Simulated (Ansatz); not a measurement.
**A faulty run on liquid K2CO3 at 1100 K (108 atoms)**

Program: Ansatz 0.2.0. The cell: 18 C, 54 O and 36 K.

input.yaml

```yaml
crystal:
  lattice:
    - [12.89176, 0.0, 0.0]
    - [0.0, 12.89176, 0.0]
    - [0.0, 0.0, 12.89176]
  atoms:
    - { symbol: C, position: [0.24782, 0.39082, 0.6694] }
    - { symbol: O, position: [0.16002, 0.3771, 0.70888] }
    - { symbol: O, position: [0.31356, 0.31801, 0.66163] }
    - { symbol: O, position: [0.27245, 0.48865, 0.65922] }
    - { symbol: C, position: [0.9085, 0.59623, 0.98493] }
    - { symbol: O, position: [0.90966, 0.6853, 0.01927] }
    - { symbol: O, position: [0.83927, 0.56401, 0.92597] }
    - { symbol: O, position: [0.99488, 0.54414, 0.00923] }
    - { symbol: C, position: [0.84089, 0.16064, 0.19352] }
    - { symbol: O, position: [0.88428, 0.24767, 0.1809] }
    - { symbol: O, position: [0.76094, 0.14882, 0.1537] }
    - { symbol: O, position: [0.87042, 0.09118, 0.26783] }
    - { symbol: C, position: [0.7906, 0.10246, 0.61971] }
    - { symbol: O, position: [0.69366, 0.13458, 0.62247] }
    - { symbol: O, position: [0.82251, 0.03691, 0.68185] }
    - { symbol: O, position: [0.85324, 0.16564, 0.56338] }
    - { symbol: C, position: [0.9937, 0.06249, 0.89216] }
    - { symbol: O, position: [0.00699, 0.15569, 0.88415] }
    [... 84 atom lines left out ...]
    - { symbol: K, position: [0.85504, 0.62278, 0.23154] }
    - { symbol: K, position: [0.07449, 0.7972, 0.91543] }
    - { symbol: K, position: [0.53647, 0.58885, 0.38485] }
    - { symbol: K, position: [0.27347, 0.18772, 0.20335] }
    - { symbol: K, position: [0.73539, 0.38068, 0.10923] }
    - { symbol: K, position: [0.22261, 0.18738, 0.80045] }
kpoints:
  mp_grid: { grid: [1, 1, 1] }
hamiltonian:
  xc: lda
scf:
  occupations: { method: fixed }
  convergence: { dr2_threshold: 0.0 }
  max_iter: 75
output:
  forces: true
```

Run with:

```console
ansatz run input.yaml --threads 4 --pin off --max-ram 8192MiB --backend cpu --events-out ev --progress --plain --runs-dir out
```

Log:

```text
Error: invalid value for `scf.convergence.dr2_threshold`: must be finite and > 0; got 0 eV
```

Wall time 0.06 s (4 threads of AMD EPYC 7R43, shared host); peak memory 0.04 GiB; 0.06 s of CPU time.

Q: Name the fault and the fix.

A threshold that can't be met: scf.convergence.dr2_threshold = 0.0.

The fix is to take out scf.convergence.dr2_threshold.

The program refused it before any cycle.

[Logs are printed without paths, hosts, clocks, repeated set-up lines and the standing remarks that a program may print on its own settings, such as how far it seeks lower states.]

[Hosts, paths, dates, database ids (printed as entryN), source tags and the programs' standing remarks are cut or masked in the printed files.]
